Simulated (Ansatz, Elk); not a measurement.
# SbP: X-ray structure factors from the self-consistent density

Structure refinements treat a crystal as free atoms side by side. For a made-up structure of SbP (cell and positions from a PBEsol relaxation) the runs below show what the calculated density changes in F(hkl).

Calculated with Elk 11.2.3 (patched build); DFT, PBE, all-electron APW+lo, Dirac cores, scalar-relativistic bands, static density, no spin.

The structure was built from a prototype and need not be the compound's stable phase.

### 1. The starting structure

Symmetry: R-3m, No. 166, trigonal system. Conventional cell: a = 3.914 Å, b = 3.914 Å, c = 9.740 Å, α = 90.00°, β = 90.00°, γ = 120.00°. Sb has 6 P at 2.78 Å nearest. P has 6 Sb at 2.78 Å nearest. Farther neighbours are not listed.

As a file:

```cif
data_structure
_symmetry_space_group_name_H-M 'R-3m:H'
_symmetry_Int_Tables_number 166
_cell_length_a 3.9140
_cell_length_b 3.9140
_cell_length_c 9.7398
_cell_angle_alpha 90.000
_cell_angle_beta 90.000
_cell_angle_gamma 120.000
_cell_volume 129.22
loop_
_atom_site_label
_atom_site_type_symbol
_atom_site_symmetry_multiplicity
_atom_site_Wyckoff_symbol
_atom_site_fract_x
_atom_site_fract_y
_atom_site_fract_z
_atom_site_occupancy
Sb1 Sb 3 b 0.66667 0.33333 0.83333 1
P1 P 3 a 0.00000 0.00000 0.00000 1
```

### 2. Ground state and structure factors

An all-electron density is needed, since X-rays see the cores too. Task 0 finds the density and task 195 Fourier-transforms it; tshift is off so that phases refer to the origin typed.

elk.in reads:

```
tasks
  0
  195

xctype
  20

spinpol
  .false.

rgkmax
  7.0

gmaxvr
  14.0

lmaxo
  7

lmaxapw
  8

swidth
  0.002

tshift
  .false.

ramdisk
  .false.

hmaxvr
  5.5

maxscl
  120

epspot
  1e-06

sppath
  './'

avec
  3.69817233007 2.13514079027 6.13520108902
  -3.69817233007 2.13514079027 6.13520108902
  0.00000000000 -4.27028158055 6.13520108902

atoms
  2
  'Sb.in'
  1
  0.5000000000 0.5000000000 0.5000000000   0.000000 0.000000 0.000000
  'P.in'
  1
  -0.0000000000 -0.0000000000 0.0000000000   0.000000 0.000000 0.000000

ngridk
  7 7 7
```

Launch:

```console
OMP_NUM_THREADS=4 elk
```

Numbers of over 12 decimals in the logs are rounded to 6 here.

Log:

```text
┌─────────────────────────┐
│ Elk code version 11.2.3 │
└─────────────────────────┘

All units are atomic (Hartree, Bohr, etc.)

┌─────────────────────────────────────────────────┐
│ Ground-state run starting from atomic densities │
└─────────────────────────────────────────────────┘

Lattice vectors :
   3.698172330       2.135140790       6.135201089
  -3.698172330       2.135140790       6.135201089
   0.000000000      -4.270281581       6.135201089

Reciprocal lattice vectors :
  0.8494987181      0.4904583136      0.3413735054
 -0.8494987181      0.4904583136      0.3413735054
 -0.2023282698E-17 -0.9809166271      0.3413735054

Unit cell volume      :    290.6656523
Brillouin zone volume :   0.8533867400

Muffin-tin inner radius fraction :   0.1000000000E-01

Nuclei treated as point charges

Species : 1 (Sb)
 parameters loaded from : Sb.in
 name : antimony
 nuclear charge    :   -51.00000000
 electronic charge :    51.00000000
 atomic mass :    221954.9021
 muffin-tin radius :    2.600000000
 number of radial points in muffin-tin :   1193
 inner part over the whole radius :   0.9886087340E-02
 number on inner part of muffin-tin    :    850
 approximate nuclear radius :   0.8886795689E-04
 number of mesh points to nuclear radius :    429
 atomic positions (lattice), magnetic fields (Cartesian) :
  1 :   0.50000000  0.50000000  0.50000000    0.00000000  0.00000000  0.00000000

Species : 2 (P)
 parameters loaded from : P.in
 name : phosphorus
 nuclear charge    :   -15.00000000
 electronic charge :    15.00000000
 atomic mass :    56461.71230
 muffin-tin radius :    2.200000000
 number of radial points in muffin-tin :    793
 inner part over the whole radius :   0.9987340520E-02
 number on inner part of muffin-tin    :    554
 approximate nuclear radius :   0.6081821256E-04
 number of mesh points to nuclear radius :    248
 atomic positions (lattice), magnetic fields (Cartesian) :
  1 :   0.00000000  0.00000000  0.00000000    0.00000000  0.00000000  0.00000000

Total number of atoms per unit cell :    2
Total muffin-tin volume :    118.2244147
 ratio of muffin-tin to unit cell volume :   0.4067367913

Spin treatment :
 spin-unpolarised

Number of Bravais lattice symmetries :   12
Number of crystal symmetries         :   12
Crystal has inversion symmetry
Real symmetric eigensolver will be used

k-point grid :      7     7     7
k-point offset :    0.000000000       0.000000000       0.000000000
k-point set is reduced with full crystal symmetry group
Total number of k-points :       44

Muffin-tin radius times maximum |G+k| :    7.000000000
 using average radius
Maximum |G+k| for APW functions       :    2.916666667
Maximum (1/2)|G+k|²                   :    4.253472222
Maximum |G| for potential and density :    14.00000000
Constant for pseudocharge density :    9
 order of it for each species :   16  16
 order of it for pair densities of each species (exact exchange by exxq0 0: 17) :   11   7
Radial integration step length :    1

G-vector grid sizes :     35    35    35
Number of G-vectors :    13491

Maximum angular momentum used for
 APW functions            :    8
 outer part of muffin-tin :    7
 inner part of muffin-tin :    2

Total nuclear charge    :   -66.00000000
Total core charge       :    46.00000000
Total valence charge    :    20.00000000
Total excess charge     :    0.000000000
Total electronic charge :    66.00000000

Effective Wigner radius, rₛ :    1.016842579

Number of empty states         :      8
Total number of valence states :     19
Total number of core states    :     46

Third-order local-orbitals added for an l without core states : T
Total number of local-orbitals :     20

Exchange-correlation functional :     20     0     0
 Perdew-Burke-Ernzerhof, Phys. Rev. Lett. 77, 3865 (1996)
 gradient requirement :    1
 generalised gradient approximation (GGA)

Smearing type :    3
 Fermi-Dirac
Smearing width :   0.2000000000E-02
Effective electronic temperature (K) :    631.5500496

Mixing type :    3
[...]
exchange                    :     -190.59176190849
 correlation                 :     -3.368510
 electron entropic           :    -0.29778112166506E-03
 total energy                :     -6826.9071042437

Density of states at Fermi energy :    23.70096554
 (states/Hartree/unit cell)

Estimated indirect band gap :   0.1357155730E-02
 from k-point 4 to k-point 18
Estimated direct band gap   :   0.1715751896E-01
 at k-point 19

Charges :
 core                        :    46.00000000
 valence                     :    20.00000000
 interstitial                :    3.807682685
 muffin-tins (core leakage)
  species : 1 (Sb)
   atom 1                    :    48.74126131     (  0.8058215567E-03)
  species : 2 (P)
   atom 1                    :    13.45105601     (  0.3066338688E-03)
 total in muffin-tins        :    62.19231731
 total calculated charge     :    65.99922490
 total charge                :    66.00000000
 error                       :   0.7750972700E-03

RMS change in Kohn-Sham potential (target) :   0.3497814056     (  0.1000000000E-05)
Absolute change in total energy (target)   :   0.6118265737     (  0.1000000000E-03)

[... loops 3 to 14 left out ...]

┌──────────────────┐
│ Loop number : 15 │
└──────────────────┘

Energies :
 Fermi                       :     0.292642
 sum of occupied eigenvalues :     -4112.3719306110
 electron kinetic            :      7184.9131934786
 core electron kinetic       :      7028.7515127851
 Coulomb                     :     -13816.674321065
 Coulomb potential           :     -11044.420552170
 nuclear-nuclear             :     -695.37709661450
 electron-nuclear            :     -15210.805424024
 Hartree                     :      2089.5081995740
 Madelung                    :     -8294.4640449801
 xc potential                :     -252.86457191986
 exchange                    :     -190.59653352784
 correlation                 :     -3.370310
 electron entropic           :    -0.37363505640486E-03
 total energy                :     -6825.7283446264

Density of states at Fermi energy :    29.49965537
 (states/Hartree/unit cell)

Estimated indirect band gap :   0.5776214497E-03
 from k-point 43 to k-point 4
Estimated direct band gap   :   0.3741264494E-02
 at k-point 4

Charges :
 core                        :    46.00000000
 valence                     :    20.00000000
 interstitial                :    3.790372422
 muffin-tins (core leakage)
  species : 1 (Sb)
   atom 1                    :    48.94467224     (  0.7807819882E-03)
  species : 2 (P)
   atom 1                    :    13.26495534     (  0.3071021030E-03)
 total in muffin-tins        :    62.20962758
 total calculated charge     :    65.99923452
 total charge                :    66.00000000
 error                       :   0.7654785815E-03

RMS change in Kohn-Sham potential (target) :   0.2255176960E-07 (  0.1000000000E-05)
Absolute change in total energy (target)   :   0.2591289740E-04 (  0.1000000000E-03)

Convergence targets achieved

┌──────────────────┐
│ Loop number : 16 │
└──────────────────┘

Energies :
 Fermi                       :     0.292642
 sum of occupied eigenvalues :     -4112.3719308397
 electron kinetic            :      7184.9131933752
 core electron kinetic       :      7028.7515131055
 Coulomb                     :     -13816.674321773
 Coulomb potential           :     -11044.420553063
 nuclear-nuclear             :     -695.37709661450
 electron-nuclear            :     -15210.805424486
 Hartree                     :      2089.5081993278
 Madelung                    :     -8294.4640452415
 xc potential                :     -252.86457115207
 exchange                    :     -190.59653352133
 correlation                 :     -3.370310
 electron entropic           :    -0.37363499935337E-03
 total energy                :     -6825.7283454331

Density of states at Fermi energy :    29.49965086
 (states/Hartree/unit cell)

Estimated indirect band gap :   0.5776153686E-03
 from k-point 43 to k-point 4
Estimated direct band gap   :   0.3741258395E-02
 at k-point 4

Charges :
 core                        :    46.00000000
 valence                     :    20.00000000
 interstitial                :    3.790372467
 muffin-tins (core leakage)
  species : 1 (Sb)
   atom 1                    :    48.94467221     (  0.7807820023E-03)
  species : 2 (P)
   atom 1                    :    13.26495532     (  0.3071021068E-03)
 total in muffin-tins        :    62.20962753
 total calculated charge     :    65.99923452
 total charge                :    66.00000000
 error                       :   0.7654785684E-03

┌──────────────────────────────┐
│ Self-consistent loop stopped │
└──────────────────────────────┘

Warning : core states of species 1 leak from the muffin-tin :   0.7807820023E-03

Warning : core states of species 2 leak from the muffin-tin :   0.3071021068E-03

Wrote STATE.OUT
```

It took 9.9 s on 4 threads of Arm Neoverse V1, shared host; peak memory 0.16 GiB; 24 s of CPU time.

SFACRHO.OUT:

```text

h k l indices transformed by vhmat matrix:
   1.000000000       0.000000000       0.000000000    
   0.000000000       1.000000000       0.000000000    
   0.000000000       0.000000000       1.000000000    

      h      k      l  multipl.   |H|            Re(F)            Im(F)           |F|

      0      0      0      1   0.0000000       65.999999      0.30415575E-17   65.999999    
     -1     -1     -1      2   1.0241205      -32.143312     -0.16956937E-13   32.143312    
      0      1      0      6   1.0386209      -32.070228      0.53614947E-14   32.070228    
     -1     -1      0      6   1.1951322       53.122873      0.10546011E-13   53.122873    
     -2     -1     -1      6   1.6813005       47.142732      0.86050492E-13   47.142732    
      1     -1      0      6   1.6989974       46.949665     -0.18984817E-16   46.949665    
     -1     -2     -2      6   1.9686529      -27.068387     -0.22554999E-13   27.068387    
      0     -1     -2     12   1.9837881      -26.983267     -0.13503019E-13   26.983267    
      1     -1      1      6   1.9913125      -26.942263      0.46844382E-14   26.942263    
      2      2      2      2   2.0482410       43.417425     -0.26112357E-13   43.417425    
     -2      0      0      6   2.0772417       43.149253      0.86691738E-14   43.149253    
      0     -2     -2      6   2.3902643       40.597862      0.74168579E-13   40.597862    
     -2     -2     -3      6   2.5831096      -23.628673     -0.26752729E-13   23.628673    
      3      1      1      6   2.6004204      -23.537835     -0.36248517E-13   23.537835    
     -2      0      1     12   2.6176168      -23.448889     -0.38581200E-14   23.448889    
      3      1      2     12   2.6611809       38.292771     -0.22633843E-13   38.292771    
      2     -1      1     12   2.6835658       38.112959     -0.34728493E-13   38.112959    
     -3     -2     -3      6   2.9018086       36.421832      0.28473396E-13   36.421832
```

Elk indexes on the primitive cell of elk.in and gives |H| = 4π sin θ/λ in inverse bohr. Below, one row stands for each form hkl of the conventional cell (m members, Friedel mates merged), F is for one primitive cell and the density is static (no thermal factor). Free-atom factors are Waasmaier and Kirfel's, and R is Σm||F|−|F'||/Σm|F|.

```csv
hkl,m,sin θ/λ (Å⁻¹),"abs F, DFT",neutral atoms,diff.
003,2,0.154,32.143,32.288,-0.144
101,6,0.156,32.070,32.211,-0.141
012,6,0.180,53.123,53.005,+0.118
104,6,0.253,47.143,47.230,-0.087
110,6,0.256,46.950,47.041,-0.091
015,6,0.296,27.068,27.015,+0.054
113,12,0.298,26.983,26.929,+0.055
021,6,0.299,26.942,26.886,+0.057
006,2,0.308,43.417,43.559,-0.141
202,6,0.312,43.149,43.288,-0.139
024,6,0.359,40.598,40.511,+0.087
107,6,0.388,23.629,23.605,+0.023
205,6,0.391,23.538,23.514,+0.024
211,12,0.394,23.449,23.424,+0.025
```

### 3. The highest occupied states alone

An energy window below the Fermi level keeps the highest occupied states, to see at which angles they scatter; shallow core shells can lie inside it and anion s states outside. No new self-consistency is needed.

Changes to elk.in since step 2:

```diff
@@ -1,3 +1,2 @@
 tasks
-  0
   195
@@ -40,2 +39,5 @@
 
+wsfac
+  -0.148350 0.592640
+
 sppath
```

Launch:

```console
OMP_NUM_THREADS=4 elk
```

Log:

```text
┌─────────────────────────────────┐
│ Elk code version 11.2.3 started │
└─────────────────────────────────┘

Info(readinput): the functional depends on the density's gradient
 muffin-tin radial points multiplied by    2.00000
 (not where nrmtscf is given)

┌────────────────────┐
│ Current task : 195 │
└────────────────────┘

Info(sfacrho): density structure factors written to SFACRHO.OUT

 Energy window :  -0.1483500000      0.5926400000

┌──────────────────┐
│ Elk code stopped │
└──────────────────┘
```

Wall time 3.5 s (4 threads); peak memory 0.16 GiB; 4.8 s of CPU time.

States within 12 eV below the Fermi level hold 9.20 electrons; any levels below the window count with the cores, and a count that is not whole means the window cuts a band. Their amplitudes can exceed the total, where window and core parts have opposite phase:

| hkl | sin θ/λ (Å⁻¹) | abs F, window | abs F, all |
| --- | --- | --- | --- |
| 003 | 0.154 | 0.792 | 32.143 |
| 101 | 0.156 | 0.788 | 32.070 |
| 012 | 0.180 | 1.994 | 53.123 |
| 104 | 0.253 | 0.176 | 47.143 |
| 110 | 0.256 | 0.139 | 46.950 |
| 015 | 0.296 | 0.143 | 27.068 |
| 113 | 0.298 | 0.132 | 26.983 |
| 021 | 0.299 | 0.126 | 26.942 |
| 006 | 0.308 | 0.264 | 43.417 |
| 202 | 0.312 | 0.274 | 43.149 |

### 4. Another functional

The difference from free atoms is small, so it is set against the change that LDA (Perdew-Wang) makes.

Changes to elk.in since step 3:

```diff
@@ -1,2 +1,3 @@
 tasks
+  0
   195
@@ -4,3 +5,3 @@
 xctype
-  20
+  3
 
@@ -39,5 +40,2 @@
 
-wsfac
-  -0.148350 0.592640
-
 sppath
```

Launch:

```console
OMP_NUM_THREADS=4 elk
```

Log:

```text
┌─────────────────────────┐
│ Elk code version 11.2.3 │
└─────────────────────────┘

All units are atomic (Hartree, Bohr, etc.)

┌─────────────────────────────────────────────────┐
│ Ground-state run starting from atomic densities │
└─────────────────────────────────────────────────┘

Lattice vectors :
   3.698172330       2.135140790       6.135201089
  -3.698172330       2.135140790       6.135201089
   0.000000000      -4.270281581       6.135201089

Reciprocal lattice vectors :
  0.8494987181      0.4904583136      0.3413735054
[...]
species : 1 (Sb)
   atom 1                    :    48.98143648     (  0.7960435258E-03)
  species : 2 (P)
   atom 1                    :    13.25289015     (  0.3056079840E-03)
 total in muffin-tins        :    62.23432663
 total calculated charge     :    65.99921721
 total charge                :    66.00000000
 error                       :   0.7827925488E-03

┌──────────────────────────────┐
│ Self-consistent loop stopped │
└──────────────────────────────┘

Warning : core states of species 1 leak from the muffin-tin :   0.7960435258E-03

Warning : core states of species 2 leak from the muffin-tin :   0.3056079840E-03

Wrote STATE.OUT
[key lines of the parts left out:]
total energy                :     -6819.1808752571
```

It took 5.5 s on 4 threads; peak memory 0.16 GiB.

Against the first run R = 0.05 %; the largest change is -0.025 at 021.

### 5. A coarser k-mesh

About half the k-points along each axis test the sampling.

Changes to elk.in since step 4:

```diff
@@ -5,3 +5,3 @@
 xctype
-  3
+  20
 
@@ -58,2 +58,2 @@
 ngridk
-  7 7 7
+  4 4 4
```

Launch:

```console
OMP_NUM_THREADS=4 elk
```

Log:

```text
┌─────────────────────────┐
│ Elk code version 11.2.3 │
└─────────────────────────┘

All units are atomic (Hartree, Bohr, etc.)

┌─────────────────────────────────────────────────┐
│ Ground-state run starting from atomic densities │
└─────────────────────────────────────────────────┘

Lattice vectors :
   3.698172330       2.135140790       6.135201089
  -3.698172330       2.135140790       6.135201089
   0.000000000      -4.270281581       6.135201089

Reciprocal lattice vectors :
  0.8494987181      0.4904583136      0.3413735054
[...]
species : 1 (Sb)
   atom 1                    :    48.94685045     (  0.7807956809E-03)
  species : 2 (P)
   atom 1                    :    13.25998907     (  0.3069764014E-03)
 total in muffin-tins        :    62.20683952
 total calculated charge     :    65.99923732
 total charge                :    66.00000000
 error                       :   0.7626830298E-03

┌──────────────────────────────┐
│ Self-consistent loop stopped │
└──────────────────────────────┘

Warning : core states of species 1 leak from the muffin-tin :   0.7807956809E-03

Warning : core states of species 2 leak from the muffin-tin :   0.3069764014E-03

Wrote STATE.OUT
[key lines of the parts left out:]
total energy                :     -6825.7295363518
```

Elapsed: 7.3 s, on 4 threads; peak memory 0.17 GiB; 14 s of CPU time.

Against the first run R = 0.00 %; the largest change is +0.008 at 003.

### 6. Basis size

A smaller basis shows how fast F responds to it; the change is likely larger than the basis error of the first run, but doesn't show convergence.

Changes to elk.in since step 5:

```diff
@@ -11,3 +11,3 @@
 rgkmax
-  7.0
+  5.5
 
@@ -58,2 +58,2 @@
 ngridk
-  4 4 4
+  7 7 7
```

Launch:

```console
OMP_NUM_THREADS=4 elk
```

Log:

```text
┌─────────────────────────┐
│ Elk code version 11.2.3 │
└─────────────────────────┘

All units are atomic (Hartree, Bohr, etc.)

┌─────────────────────────────────────────────────┐
│ Ground-state run starting from atomic densities │
└─────────────────────────────────────────────────┘

Lattice vectors :
   3.698172330       2.135140790       6.135201089
  -3.698172330       2.135140790       6.135201089
   0.000000000      -4.270281581       6.135201089

Reciprocal lattice vectors :
  0.8494987181      0.4904583136      0.3413735054
[...]
species : 1 (Sb)
   atom 1                    :    48.92670487     (  0.7845070328E-03)
  species : 2 (P)
   atom 1                    :    13.23699436     (  0.3057136020E-03)
 total in muffin-tins        :    62.16369923
 total calculated charge     :    65.99924457
 total charge                :    66.00000000
 error                       :   0.7554317656E-03

┌──────────────────────────────┐
│ Self-consistent loop stopped │
└──────────────────────────────┘

Warning : core states of species 1 leak from the muffin-tin :   0.7845070328E-03

Warning : core states of species 2 leak from the muffin-tin :   0.3057136020E-03

Wrote STATE.OUT
[key lines of the parts left out:]
total energy                :     -6825.6992907728
```

Elapsed: 8.8 s, on 4 threads; peak memory 0.17 GiB; 21 s of CPU time.

Against the first run R = 0.02 %; the largest change is +0.020 at 015.

### 7. Settings against the effect

```csv
run,R against the first run (%),"R against neutral atoms, low angle (%)",wall time
"PBE, rgkmax 7",0.00,0.24,9.9 s
LDA (Perdew-Wang),0.05,0.19,5.5 s
k-mesh 4×4×4,0.00,0.23,7.3 s
rgkmax 5.5,0.02,0.26,8.8 s
```

### 8. What came out

```json
{
 "R against neutral atoms, sin θ/λ < 0.3 Å⁻¹": "0.24 %",
 "R against neutral atoms, 0.3 to 0.83 Å⁻¹": "0.11 %"
}
```

What this shows: Independent neutral atoms miss the calculated amplitudes by R = 0.24 % below 0.3 Å⁻¹ and 0.11 % from there to 0.83 Å⁻¹; by shells, 0.24 % 0.15 to 0.3 (8 forms), 0.09 % 0.3 to 0.45 (11 forms), 0.12 % above 0.45 (79 forms). Bonding, aspherical density and the tables' own atoms all enter these figures, and the runs don't part them. The largest change of an amplitude is -0.14 electrons, at 003. The window's part falls from 9.2 electrons at the origin to at most 0.16 between 0.45 and 0.83 Å⁻¹. Below 0.3 Å⁻¹ the changes that finished (LDA (Perdew-Wang), k-mesh 4×4×4 and rgkmax 5.5) move F by R = 0.04 % at most, against the 0.24 % that separates it from free atoms. Part of the difference isn't bonding: the tables are fits to free atoms and ions calculated by other methods than this functional. Thermal motion, anomalous dispersion and extinction are left out.

[Logs are printed without paths, hosts, clocks, repeated set-up lines and the standing remarks that a program may print on its own settings, such as how far it seeks lower states.]

[Hosts, paths, dates, database ids (printed as entryN), source tags and the programs' standing remarks are cut or masked in the printed files.]
